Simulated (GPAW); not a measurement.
Consider HfO2 (P2_1/c).

```xyz
12
Lattice="5.1180 0.0000 0.0000 0.0000 5.1857 0.0000 -0.8587 0.0000 5.2139" Properties=species:S:1:pos:R:3 pbc="T T T"
Hf    0.8021    2.3870    3.6914
Hf    3.0279    4.9798    4.1294
Hf    3.4573    2.7987    1.5224
Hf    1.2314    0.2059    1.0845
O    -0.3473    0.8733    4.4146
O     4.1773    3.4661    3.4062
O     4.6066    4.3124    0.7993
O     0.0821    1.7196    1.8076
O     1.4549    3.8473    5.1101
O     2.3751    1.2544    2.7107
O     2.8045    1.3384    0.1038
O     1.8842    3.9313    2.5032
```

Absorber: atom 5, with 1 Hf at 2.03 Å, 1 Hf at 2.07 Å and 1 Hf at 2.12 Å (distorted trigonal planar, site symmetry 1). Method: GPAW, revPBE, full core hole (charged cell), 12-atom cell with 5.1 Å between holes, 5×5×5 k points, dipole transitions, Gaussian full width 0.9 eV up to 4 eV, rising linearly to 3.5 eV at 25 eV, without spin-orbit coupling.

Q: Predict the near-edge structure at the O K edge.

Main maxima up to 24 eV above the zero (height): 1.6 eV (1.40), 4.8 eV (2.28) and 9.2 eV (1.08). A K edge sees empty p states; the first features are O p mixed into the empty d states of the Hf neighbours, and the broad ones above probably into the cations' higher empty bands. The total-energy difference plus the lowest empty eigenvalue puts the zero at 540.39 eV. One term is added: -8.91 eV, since the hole is spin-paired here and a spin-polarised one costs that much less in the free atom (computed apart). The photon energy is then 531.48 eV. The functional and the charged cell's background leave an error of a few eV in such absolute values.

The O K spectrum (energy from the lowest empty level; intensity scaled to a mean of 1 over the first 20 eV; polarised curves are means over the symmetry-equivalent atoms):

| E (eV) | isotropic | ε ∥ x | ε ∥ y | ε ∥ z |
| --- | --- | --- | --- | --- |
| -2.0 | 0.00 | 0.00 | 0.00 | 0.00 |
| -1.5 | 0.00 | 0.00 | 0.00 | 0.00 |
| -1.0 | 0.00 | 0.00 | 0.00 | 0.00 |
| -0.5 | 0.04 | 0.04 | 0.05 | 0.04 |
| 0.0 | 0.37 | 0.35 | 0.47 | 0.29 |
| 0.5 | 0.93 | 0.86 | 1.22 | 0.70 |
| 1.0 | 1.20 | 1.03 | 1.52 | 1.05 |
| 1.5 | 1.39 | 1.08 | 1.55 | 1.56 |
| 2.0 | 1.23 | 0.90 | 1.17 | 1.63 |
| 2.5 | 0.96 | 0.63 | 0.91 | 1.35 |
| 3.0 | 0.92 | 0.64 | 0.93 | 1.20 |
| 3.5 | 1.11 | 1.01 | 0.96 | 1.36 |
| 4.0 | 1.57 | 1.66 | 1.13 | 1.94 |
| 4.5 | 2.14 | 2.40 | 1.70 | 2.32 |
| 5.0 | 2.25 | 2.67 | 1.98 | 2.11 |
| 5.5 | 1.89 | 2.29 | 1.85 | 1.52 |
| 6.0 | 1.40 | 1.66 | 1.46 | 1.07 |
| 6.5 | 0.98 | 1.12 | 1.02 | 0.81 |
| 7.0 | 0.77 | 0.92 | 0.78 | 0.60 |
| 7.5 | 0.76 | 0.99 | 0.76 | 0.54 |
| 8.0 | 0.85 | 1.12 | 0.86 | 0.57 |
| 8.5 | 0.97 | 1.21 | 1.05 | 0.67 |
| 9.0 | 1.07 | 1.20 | 1.22 | 0.79 |
| 9.5 | 1.07 | 1.07 | 1.25 | 0.89 |
| 10.0 | 1.02 | 0.92 | 1.15 | 0.99 |
| 10.5 | 1.01 | 0.86 | 1.07 | 1.11 |
| 11.0 | 1.04 | 0.86 | 1.05 | 1.21 |
| 11.5 | 1.02 | 0.87 | 1.02 | 1.17 |
| 12.0 | 0.92 | 0.86 | 0.92 | 0.99 |
| 12.5 | 0.81 | 0.85 | 0.77 | 0.82 |
| 13.0 | 0.75 | 0.84 | 0.67 | 0.74 |
| 13.5 | 0.73 | 0.81 | 0.64 | 0.75 |
| 14.0 | 0.75 | 0.77 | 0.67 | 0.80 |
| 14.5 | 0.76 | 0.72 | 0.73 | 0.83 |
| 15.0 | 0.76 | 0.67 | 0.79 | 0.83 |
| 15.5 | 0.76 | 0.65 | 0.82 | 0.80 |
| 16.0 | 0.74 | 0.65 | 0.82 | 0.76 |
| 16.5 | 0.73 | 0.66 | 0.79 | 0.74 |
| 17.0 | 0.72 | 0.68 | 0.73 | 0.75 |
| 17.5 | 0.71 | 0.68 | 0.68 | 0.77 |
| 18.0 | 0.70 | 0.67 | 0.64 | 0.78 |
| 18.5 | 0.68 | 0.65 | 0.62 | 0.76 |
| 19.0 | 0.65 | 0.62 | 0.61 | 0.72 |
| 19.5 | 0.63 | 0.61 | 0.61 | 0.66 |
| 20.0 | 0.61 | 0.62 | 0.61 | 0.60 |
| 20.5 | 0.59 | 0.63 | 0.60 | 0.55 |
| 21.0 | 0.59 | 0.65 | 0.59 | 0.52 |
| 21.5 | 0.59 | 0.67 | 0.58 | 0.51 |
| 22.0 | 0.59 | 0.68 | 0.57 | 0.52 |
| 22.5 | 0.59 | 0.69 | 0.56 | 0.53 |
| 23.0 | 0.60 | 0.69 | 0.56 | 0.54 |
| 23.5 | 0.60 | 0.68 | 0.57 | 0.56 |
| 24.0 | 0.61 | 0.68 | 0.58 | 0.57 |
| 24.5 | 0.62 | 0.68 | 0.60 | 0.59 |
| 25.0 | 0.64 | 0.68 | 0.63 | 0.60 |
| 25.5 | 0.65 | 0.69 | 0.65 | 0.62 |
| 26.0 | 0.67 | 0.70 | 0.68 | 0.64 |
| 26.5 | 0.70 | 0.72 | 0.71 | 0.66 |
| 27.0 | 0.72 | 0.73 | 0.74 | 0.69 |
| 27.5 | 0.75 | 0.75 | 0.78 | 0.72 |
| 28.0 | 0.78 | 0.77 | 0.81 | 0.76 |
| 28.5 | 0.81 | 0.79 | 0.85 | 0.80 |
| 29.0 | 0.84 | 0.82 | 0.89 | 0.83 |
| 29.5 | 0.87 | 0.84 | 0.92 | 0.86 |
| 30.0 | 0.90 | 0.87 | 0.94 | 0.89 |
| 30.5 | 0.92 | 0.88 | 0.95 | 0.91 |
| 31.0 | 0.92 | 0.89 | 0.95 | 0.93 |
| 31.5 | 0.93 | 0.89 | 0.93 | 0.95 |
| 32.0 | 0.92 | 0.89 | 0.91 | 0.97 |

The crystal has 2 inequivalent O sites and not all are shown here, while a measurement adds them all. The holes are only 5.1 Å apart, so the shape is probably not converged with cell size; no larger cell was run here. The mesh is coarse (0.25 Å⁻¹ between points), so small maxima may be mesh ripples. The structure is a published determination, not relaxed.

[Banner, clock and machine lines of the logs are left out without a mark of their own.]

[Logs are printed without paths, hosts, clocks, repeated set-up lines and the standing remarks that a program may print on its own settings, such as how far it seeks lower states.]

[Hosts, paths, dates, database ids (printed as entryN), source tags and the programs' standing remarks are cut or masked in the printed files.]

[Lists of maxima count a maximum above −3 eV only where it reaches 4 % of the highest in the window and stands out from its surroundings by 2 % of it (1.5 % where it reaches 55 %); shoulders and weaker maxima are passed over, and of the rest the first, up to two pre-edge ones and the few strongest are named.]
